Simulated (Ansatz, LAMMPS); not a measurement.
# Amorphous HfO2 at 7.99 g/cm^3 (84 atoms): geometry optimisation, part 4 of 4

Aim: bring amorphous HfO2 at 7.99 g/cm^3 (84 atoms) to a nearby minimum of the energy and see what moves.

Ansatz 0.2.0; Kohn-Sham DFT, PBE, PAW (set soft_2), plane waves.

The cell: 28 Hf and 56 O. The quench rate of 50 K/ps is many orders above laboratory rates. The starting topology of bonds comes from the classical model. Only the Γ point is sampled in the main run, in a cell whose shortest periodic width is 11 Å. Spin–orbit coupling is left out.

So far. Step 4 (Relaxation): The relaxation changed the energy by -27.3 meV/atom, and atoms moved by 0.17 Å r.m.s., 0.30 Å at most. Step 7 (K-mesh 2×2×2): Forces differ from those of the single point at the relaxed geometry by 14 meV/Å r.m.s.; the energy by -1.5 meV/atom. It took 7.5 min and 11 cycles; the reference's time can't be set against it, since the two runs asked for unlike analyses.

## (8) Functional HSE06

HSE06 mixes in a quarter of exact exchange at short range, which counters self-interaction, at a higher cost.

This step: Kohn-Sham DFT, HSE06, PAW (set soft_2), plane waves (Ansatz 0.2.0).

Contents of input.yaml:

```yaml
crystal:
  lattice:
    - [10.6975, 0.0, 0.0]
    - [0.0, 10.6975, 0.0]
    - [0.0, 0.0, 10.6975]
  atoms:
    [... the 84 atom lines of step 6 ...]
kpoints:
  mp_grid: { grid: [1, 1, 1] }
hamiltonian:
  xc: hse06
scf:
  occupations: { method: fermi_dirac, width: 0.025 }
output:
  forces: true
  stress: true
  populations: true
  dos:
    method: { smearing: { sigma: 0.08 } }
    de: 0.05
    projected: { site_lists: { Hf: [Hf], O: [O] } }
  eigenvalues: true
```

Run with:

```
ansatz run input.yaml --threads 4 --pin off --max-ram 8192MiB --backend cpu --events-out ev --progress --plain --runs-dir out
```

Numbers of over 12 decimals in the logs are rounded to 6 here.

The log of the run:

```text
Warning: output.stress: scf.convergence.dr2_threshold = 1e-7 eV (the SCF's general default) is looser than the 1.6e-9 eV advised for a printed stress (1e-10 eV for each atom of the cell: 84, of which 16 are counted). What an SCF threshold leaves in a stress goes as its square root, and in the free energy as the threshold itself, and one threshold admits the most on a small cell: [...]
Warning: output.stress: scf.exx.energy_threshold = 1e-6 eV is looser than the 1.6e-7 eV advised for a stress under a hybrid functional (1e-8 eV for each atom of the cell: 84, of which 16 are counted). Every SCF of the exchange loop can meet its threshold on dr2 while the loop round them stops early: [...]
exact exchange: scf.exx.singularity resolves to wigner_seitz, which cuts the screened interaction at the faces of the exchange supercell's Wigner-Seitz cell, so that each pair interacts once, at the shortest of its separations (the periodic images that this leaves out come, [...]
[...]
Crystal: 84 atoms, lattice volume = 1224.185 Å³
Basis set: ecut = 420 eV, 23847 PW (Γ), exchange–correlation on 144×144×144 points (8 copies of the dense FFT grid, shifted against one another)
Bands: 639, of which v1, the nominal top of the filled ones, is band 532 counted from 1 (531 counted from 0)
Symmetry: 1 space group operations
[...]
k-points: 1
[...]
SCF iter   1: F=—  HF=-472110.700429 eV  |F-HF|=—  |Δ(HF+E_count)|=         —  Δρ=3.88e-3  dr2=1.79e-1  ethr=1.77e-3  ⟨swp⟩=6.0  Hψ=2585  notcnv=0
[...]
SCF iter   5: F=-472110.717653 eV  HF=-472110.717627 eV  |F-HF|=2.56e-5  |Δ(HF+E_count)|=   1.07e-3  Δρ=1.74e-4  dr2=2.68e-4  ethr=2.42e-8  ⟨swp⟩=5.0  Hψ=2678  notcnv=0  defer=5
SCF 1 stopped early in 5 iterations: F = -472110.717653 eV  dr2 = 2.68e-4
[...]
Exchange kernel: α = 0.2500, screened, ω = 0.2079 Å⁻¹, Wigner–Seitz truncation, v(0) = 936.6145 eV·Å³, q-mesh 1×1×1, nearest image of the exchange supercell L = 10.70 Å, pair-density grid 54×54×54, without the augmentation charges, whose exchange is taken in its separable form (sized by the pseudopotential files, [...]
Frozen-core exchange: fock
SCF iter   1: F=—  HF=-472112.825695 eV  |F-HF|=—  |Δ(HF+E_count)|=         —  Δρ=1.08e-2  dr2=1.84e0  ethr=2.52e-7  ⟨swp⟩=7.0  Hψ=3457  notcnv=0
[...]
SCF iter   7: F=—  HF=-472111.599620 eV  |F-HF|=—  |Δ(HF+E_count)|=   6.30e-3  Δρ=2.64e-4  dr2=6.92e-4  ethr=4.02e-8  ⟨swp⟩=5.0  Hψ=1979  notcnv=0
SCF iter   8: F=-472111.599379 eV  HF=-472111.599411 eV  |F-HF|=3.17e-5  |Δ(HF+E_count)|=   2.09e-4  Δρ=6.16e-5  dr2=5.91e-5  ethr=4.02e-8  ⟨swp⟩=4.0  Hψ=1650  notcnv=0
SCF 2 stopped early in 8 iterations: F = -472111.599379 eV  dr2 = 5.91e-5
  Residual-converged pass: ⟨swp⟩=4.0  Hψ=1853  notcnv=0  max |occ|·‖R‖ = 5.8e-6 eV (tolerance 6.7e-6 eV)  dr2=6.08e-5  dr2_onsite=1.05e-5  max |Δocc| = 0.0e0
[...]
hybrid outer 1: dexx = +5.566e-1 eV, tail = 1.41e-2 eV
[...]
Frozen-core exchange: fock
SCF iter   1: F=—  HF=-472111.571667 eV  |F-HF|=—  |Δ(HF+E_count)|=         —  Δρ=1.27e-4  dr2=1.23e-4  ethr=6.65e-6  ⟨swp⟩=9.0  Hψ=1327  notcnv=0
[...]
SCF iter   8: F=—  HF=-472111.571802 eV  |F-HF|=—  |Δ(HF+E_count)|=   1.61e-7  Δρ=1.47e-6  dr2=2.06e-8  ethr=7.82e-12 (applied; sched 1.00e-12)  ⟨swp⟩=6.0  Hψ=1347  notcnv=0
SCF iter   9: F=-472111.571802 eV  HF=-472111.571802 eV  |F-HF|=6.40e-10  |Δ(HF+E_count)|=   5.59e-9  Δρ=3.03e-7  dr2=8.69e-10  ethr=7.85e-12 (applied; sched 1.00e-12)  ⟨swp⟩=5.0  Hψ=1182  notcnv=0
SCF 3 converged in 9 iterations: F = -472111.571802 eV  dr2 = 8.69e-10
[...]
hybrid outer 2: dexx = +7.071e-5 eV, tail = 2.10e-6 eV, Δε = 1.11e-2 eV (about 3.19e-4 eV left of the loop's levels), ΔF = 1.31e-2 eV/Å (tail 2.74e-3)
[...]
Frozen-core exchange: fock
SCF iter   1: F=—  HF=-472111.571793 eV  |F-HF|=—  |Δ(HF+E_count)|=         —  Δρ=3.54e-6  dr2=1.18e-7  ethr=9.85e-10  ⟨swp⟩=9.0  Hψ=3188  notcnv=0
[...]
SCF iter   3: F=-472111.571793 eV  HF=-472111.571793 eV  |F-HF|=9.31e-10  |Δ(HF+E_count)|=   1.57e-9  Δρ=4.04e-7  dr2=5.54e-9  ethr=1.43e-11 (applied; sched 1.00e-12)  ⟨swp⟩=2.0  Hψ=1171  notcnv=0
SCF 4 converged in 3 iterations: F = -472111.571793 eV  dr2 = 5.54e-9
[...]
hybrid SCF converged: 3 outer / 20 inner (+5 warm-up), last move |dexx| = 3.70e-8 eV, tail = 1.50e-8 eV
Stability not checked: this state was not tested for a lower state beside it, because the functional holds exact exchange (a hybrid, or Hartree-Fock), whose exchange loop this test does not read (fock_operator; see scf.lower_state_search)
Free energy (F): -472111.571793 eV
Frozen-core exchange: fock
[...]
Internal energy: -472111.571793 eV  (E = F + TS)
E sigma→0 (E₀):  -472111.571793 eV
Fermi energy:    11.658724 eV
[...]
Σ components = -472111.571793   (vs F -472111.571793, Δ=0.00e0)
--- Forces (eV/Å), atoms counted from 1 ---
  atom   1  Hf    -0.01011733    -0.11858460     0.00375962
  atom   2  Hf     0.03099137    -0.01767485    -0.03653177
  atom   3  Hf    -0.00362827    -0.08502643    -0.11850006
  atom   4  Hf     0.07657808    -0.05919202    -0.04808617
[...]
atom  84  O     -0.10448806     0.08106206    -0.17251872
  max |Σ_I F_I| component: 4.60e-5 eV/Å
--- Stress (GPa, compression-positive) ---
       -9.418981       0.527657       0.196421
        0.527657     -13.811471       1.231707
        0.196421       1.231707     -11.091708
  P = ⅓ Tr σ = -11.4407 GPa (-114.407 kbar)
--- Band table (eV) ---
[...]
--- Löwdin populations: 84 sites ---
  site symbol       q [e]
     0     Hf     24.3214
     1     Hf     24.3767
     2     Hf     24.3938
[...]
83      O      6.7606
  spilling = 0.003056 (of n_electrons = 1064.000000)
```

It took 14 min on 4 threads of Intel Xeon at 2.70GHz, shared host; peak memory 5.7 GiB; 51 min of CPU time.

The program notes that the exchange threshold is loose for the stress and the SCF threshold is loose for the stress.

Geometry and reference: those of the single point at the relaxed geometry.

Forces differ from those of the single point at the relaxed geometry by 94 meV/Å r.m.s.; the pressure by -4.3 GPa and the gap by +1.5 eV. It took 14 min and 25 cycles; the reference's time can't be set against it, since the two runs asked for unlike analyses.

The run gave:

```
free energy                                      : -472111.5718 eV
free energy per atom                             : -5620.3759 eV/atom
SCF cycles                                       : 25
pressure                                         : -11.44 GPa
r.m.s. force component                           : 0.09437 eV/Å
longest force                                    : 0.3367 eV/Å
Fermi energy                                     : 11.66 eV
gap (highest filled to lowest empty level) : 5.329 eV
spilling of the projection                       : 0.003056
```

Length of the force by element and coordination:

```tsv
element	coordination	atoms	mean length of the force (eV/Å)	spread	least	most
Hf	all	28	0.146	0.0553	0.0391	0.281
Hf	4	1	0.142	0	0.142	0.142
Hf	5	5	0.160	0.0615	0.104	0.265
Hf	6	18	0.140	0.0577	0.0391	0.281
Hf	7	4	0.159	0.034	0.106	0.191
O	all	56	0.154	0.0633	0.0232	0.337
O	2	11	0.201	0.0739	0.113	0.337
O	3	37	0.148	0.0539	0.0232	0.286
O	4	8	0.121	0.0534	0.0424	0.209
```

Löwdin charges by element and coordination (they lack the spilled electrons, 0.039 e an atom on average):

```tsv
element	coordination	atoms	mean charge (e)	spread	least	most
Hf	all	28	1.62	0.0314	1.53	1.68
Hf	4	1	1.61	0	1.61	1.61
Hf	5	5	1.63	0.033	1.59	1.68
Hf	6	18	1.62	0.0333	1.53	1.68
Hf	7	4	1.63	0.0202	1.60	1.66
O	all	56	-0.754	0.0266	-0.817	-0.702
O	2	11	-0.729	0.0237	-0.781	-0.702
O	3	37	-0.756	0.0217	-0.817	-0.717
O	4	8	-0.776	0.0255	-0.813	-0.729
```

States in the cell by windows of 1 eV, zero at the Fermi level; the larger projections on atomic orbitals stand beside the total:

```tsv
from (eV)	to (eV)	total	O p	Hf d
-10	-8	0.0	0.0	0.0
-8	-7	35.6	25.5	7.2
-7	-6	71.0	52.6	14.9
-6	-5	70.4	56.2	10.9
-5	-4	73.6	64.0	6.9
-4	-3	75.8	70.1	3.9
-3	-2	9.6	9.1	0.3
-2	2	0.0	0.0	0.0
2	3	3.2	0.2	1.7
3	4	52.3	4.5	42.8
4	5	65.8	7.3	50.9
```

Between -26 and -10 eV lie 504 more states.

The stored curve holds about 840 of the 1064 electrons; the rest, give or take the few that broadening carries across the Fermi level, lie in deeper levels below its range.

The levels nearest the highest filled one (over half full), pooled over k-points and spins:

```tsv
level less the highest filled one (eV)	occupation
-0.377	2
-0.364	2
-0.296	2
-0.234	2
-0.119	2
0	2
5.33	0
5.65	0
5.72	0
5.77	0
5.84	0
5.93	0
```

## (9) Functional r2SCAN (500 eV)

The meta-GGA r2SCAN uses the kinetic energy density as well as the density and its gradient. Besides, the cutoff goes from 420 to 500 eV.

This step: Kohn-Sham DFT, r2SCAN, PAW (set soft_2), plane waves (Ansatz 0.2.0).

Edit input.yaml of step 8 so:

```diff
@@ -10,3 +10,3 @@
 hamiltonian:
-  xc: hse06
+  xc: r2scan
 scf:
```

The log of the run:

```text
[...]
Crystal: 84 atoms, lattice volume = 1224.185 Å³
Basis set: ecut = 500 eV, 31103 PW (Γ), exchange–correlation on 320×320×320 points (64 copies of the dense FFT grid, shifted against one another)
Bands: 639, of which v1, the nominal top of the filled ones, is band 532 counted from 1 (531 counted from 0)
Symmetry: 1 space group operations
[...]
k-points: 1
[...]
SCF iter   1: F=—  HF=-472517.717772 eV  |F-HF|=—  |Δ(HF+E_count)|=         —  Δρ=1.11e-2  dr2=1.48e0  dr2_τ=5.35e0  ethr=1.77e-3  ⟨swp⟩=6.0  Hψ=1978  notcnv=0  defer=68
[...]
SCF iter  10: F=—  HF=-472518.476476 eV  |F-HF|=—  |Δ(HF+E_count)|=   4.13e-7  Δρ=3.83e-6  dr2=2.38e-7  dr2_τ=1.54e-8  ethr=1.88e-10  ⟨swp⟩=2.0  Hψ=1060  notcnv=0  defer=102
SCF iter  11: F=-472518.476476 eV  HF=-472518.476476 eV  |F-HF|=8.15e-10  |Δ(HF+E_count)|=   1.96e-7  Δρ=1.92e-6  dr2=5.50e-8  dr2_τ=4.24e-9  ethr=9.40e-12  ⟨swp⟩=11.0  Hψ=2891  notcnv=0
SCF 1 converged in 11 iterations: F = -472518.476476 eV  dr2 = 5.50e-8
[...]
SCF converged after 11 iterations
Free energy (F): -472518.476476 eV
[...]
Internal energy: -472518.476476 eV  (E = F + TS)
E sigma→0 (E₀):  -472518.476476 eV
Fermi energy:    11.817723 eV
[...]
Σ components = -472518.476476   (vs F -472518.476476, Δ=0.00e0)
--- Forces (eV/Å), atoms counted from 1 ---
  atom   1  Hf    -0.00014400    -0.07673504    -0.00485864
  atom   2  Hf    -0.00792134    -0.00079097    -0.02496721
  atom   3  Hf    -0.03456365    -0.04784642    -0.05753889
  atom   4  Hf     0.06244353    -0.03649980    -0.04836270
[...]
atom  84  O     -0.07647890     0.07075695    -0.11149512
  max |Σ_I F_I| component: 6.98e-5 eV/Å
--- Stress (GPa, compression-positive) ---
       -9.565651       0.489315       0.142930
        0.489316     -13.932176       1.174297
        0.142930       1.174297     -11.270759
  P = ⅓ Tr σ = -11.5895 GPa (-115.895 kbar)
--- Band table (eV) ---
[...]
--- Löwdin populations: 84 sites ---
  site symbol       q [e]
     0     Hf     24.3822
     1     Hf     24.4366
     2     Hf     24.4498
[...]
83      O      6.7368
  spilling = 0.002856 (of n_electrons = 1064.000000)
```

It took 80 s on 4 threads; peak memory 4 GiB; 4.7 min of CPU time.

Geometry and reference: those of the single point at the relaxed geometry.

Forces differ from those of the single point at the relaxed geometry by 65 meV/Å r.m.s.; the pressure by -4.4 GPa and the gap by +0.47 eV. It took 80 s and 11 cycles; the reference's time can't be set against it, since the two runs asked for unlike analyses.

## (10) Functional PBEsol

PBEsol restores the gradient expansion of exchange for slowly varying densities and usually gives shorter bonds in solids than PBE.

This step: Kohn-Sham DFT, PBEsol, PAW (set soft_2), plane waves (Ansatz 0.2.0).

Edit input.yaml of step 9 so:

```diff
@@ -10,3 +10,3 @@
 hamiltonian:
-  xc: r2scan
+  xc: pbesol
 scf:
```

The log of the run:

```text
[...]
Crystal: 84 atoms, lattice volume = 1224.185 Å³
Basis set: ecut = 420 eV, 23847 PW (Γ), exchange–correlation on 144×144×144 points (8 copies of the dense FFT grid, shifted against one another)
Bands: 639, of which v1, the nominal top of the filled ones, is band 532 counted from 1 (531 counted from 0)
Symmetry: 1 space group operations
[...]
k-points: 1
[...]
SCF iter   1: F=—  HF=-468286.669760 eV  |F-HF|=—  |Δ(HF+E_count)|=         —  Δρ=1.51e-2  dr2=2.40e0  ethr=1.77e-3  ⟨swp⟩=5.0  Hψ=1971  notcnv=0  defer=62
[...]
SCF iter  11: F=—  HF=-468286.131474 eV  |F-HF|=—  |Δ(HF+E_count)|=   7.05e-7  Δρ=3.65e-6  dr2=1.62e-7  ethr=9.40e-12  ⟨swp⟩=11.0  Hψ=2932  notcnv=0
SCF iter  12: F=-468286.131474 eV  HF=-468286.131474 eV  |F-HF|=1.48e-8  |Δ(HF+E_count)|=   8.70e-8  Δρ=2.07e-6  dr2=5.10e-8  ethr=9.40e-12  ⟨swp⟩=4.0  Hψ=2031  notcnv=0
SCF 1 converged in 12 iterations: F = -468286.131474 eV  dr2 = 5.10e-8
[...]
SCF converged after 12 iterations
Free energy (F): -468286.131474 eV
[...]
Internal energy: -468286.131474 eV  (E = F + TS)
E sigma→0 (E₀):  -468286.131474 eV
Fermi energy:    11.769587 eV
[...]
Σ components = -468286.131474   (vs F -468286.131474, Δ=0.00e0)
--- Forces (eV/Å), atoms counted from 1 ---
  atom   1  Hf     0.00059816    -0.06246021    -0.02881515
  atom   2  Hf    -0.03755004     0.01886318    -0.03830174
  atom   3  Hf     0.03883484    -0.01478437    -0.09935020
  atom   4  Hf     0.09176550    -0.05152953    -0.09840663
[...]
atom  84  O     -0.09340950     0.05594165    -0.11107776
  max |Σ_I F_I| component: 4.14e-5 eV/Å
--- Stress (GPa, compression-positive) ---
      -10.355239       0.473386       0.137003
        0.473386     -14.537215       1.180162
        0.137003       1.180162     -11.968163
  P = ⅓ Tr σ = -12.2869 GPa (-122.869 kbar)
--- Band table (eV) ---
[...]
--- Löwdin populations: 84 sites ---
  site symbol       q [e]
     0     Hf     24.5120
     1     Hf     24.5619
     2     Hf     24.5774
[...]
83      O      6.6720
  spilling = 0.002819 (of n_electrons = 1064.000000)
```

Elapsed: 46 s, on 4 threads; peak memory 2.2 GiB.

Geometry and reference: those of the single point at the relaxed geometry.

Forces differ from those of the single point at the relaxed geometry by 77 meV/Å r.m.s.; the pressure by -5.1 GPa and the gap by -0.095 eV.

## (11) What each setting buys

Differences are against the single point at the relaxed geometry (Kohn-Sham DFT, PBE, PAW (set soft_2), plane waves), whose r.m.s. force component is 0.0112 eV/Å. Energies are set beside the reference only for runs with its functional, potentials and electron count. Times are for 4 threads of Intel Xeon at 2.70GHz, shared host. The reference's time includes grids, which some other runs skip.

```tsv
run	Δ force, r.m.s. (meV/Å)	Δ energy (meV/atom)	Δ pressure (GPa)	Δ gap (eV)	cycles	time	host memory (GiB)
reference	-	-	-	-	11	50 s	2.2
k-mesh 2×2×2	13.6	-1.52	0.0045	0.0044	11	7.5 min	6.1
functional HSE06	94.0	-	-4.27	1.52	25	14 min	5.7
functional r2SCAN (500 eV)	64.5	-	-4.42	0.465	11	80 s	4.0
functional PBEsol	77.4	-	-5.12	-0.0953	12	46 s	2.2
```

## (12) Results

- energy change in the relaxation: -27.34 meV/atom
- r.m.s. displacement: 0.165 Å
- largest displacement: 0.304 Å
- free energy per atom: -5620.3643 eV/atom
- pressure: -7.167 GPa
- r.m.s. force component: 0.01124 eV/Å
- gap (highest filled to lowest empty level): 3.806 eV
- wall time of the 7 DFT runs: 28 min

In words: Relaxation lowers the energy by 27.3 meV/atom and moves atoms by 0.17 Å r.m.s.; the r.m.s. force component goes from 0.49 to 0.011 eV/Å. By the final cutoffs 2 of 166 bonded pairs parted and 1 joined. From the first step to the last the energy fell by 2.297 eV, and the largest move was 0.30 Å (O40). The O-Hf bonds go from 2.164 Å (spread 0.115) to 2.152 Å (spread 0.138), and their number from 166 to 165. With the cutoffs above, 64 % of Hf atoms have 6 and 66 % of O atoms have 3 bonded neighbours. The highest filled and lowest empty levels differ by 3.81 eV (at Γ alone); a semilocal functional tends to put such gaps too low. In a disordered cell it changes from sample to sample, and tail or defect levels can set it.

Among the changes of functional, dispersion, potentials or spin set against this reference, functional HSE06 moves the forces most, by 94 meV/Å r.m.s. The gap changes by +1.52 eV with HSE06.

**Limits.** The network of bonds at the start is that of the classical potential that made the cell; in DFT 2 of its 166 bonded pairs passed out of the cutoffs and 1 came within them. The stress is far from hydrostatic: its diagonal is -5.3, -9.3, -6.9 GPa, compression counted positive. The pressure of -7.2 GPa means that a free cell would contract at this level.

[Logs are printed without paths, hosts, clocks, repeated set-up lines and the standing remarks that a program may print on its own settings, such as how far it seeks lower states.]

[Hosts, paths, dates, database ids (printed as entryN), source tags and the programs' standing remarks are cut or masked in the printed files.]
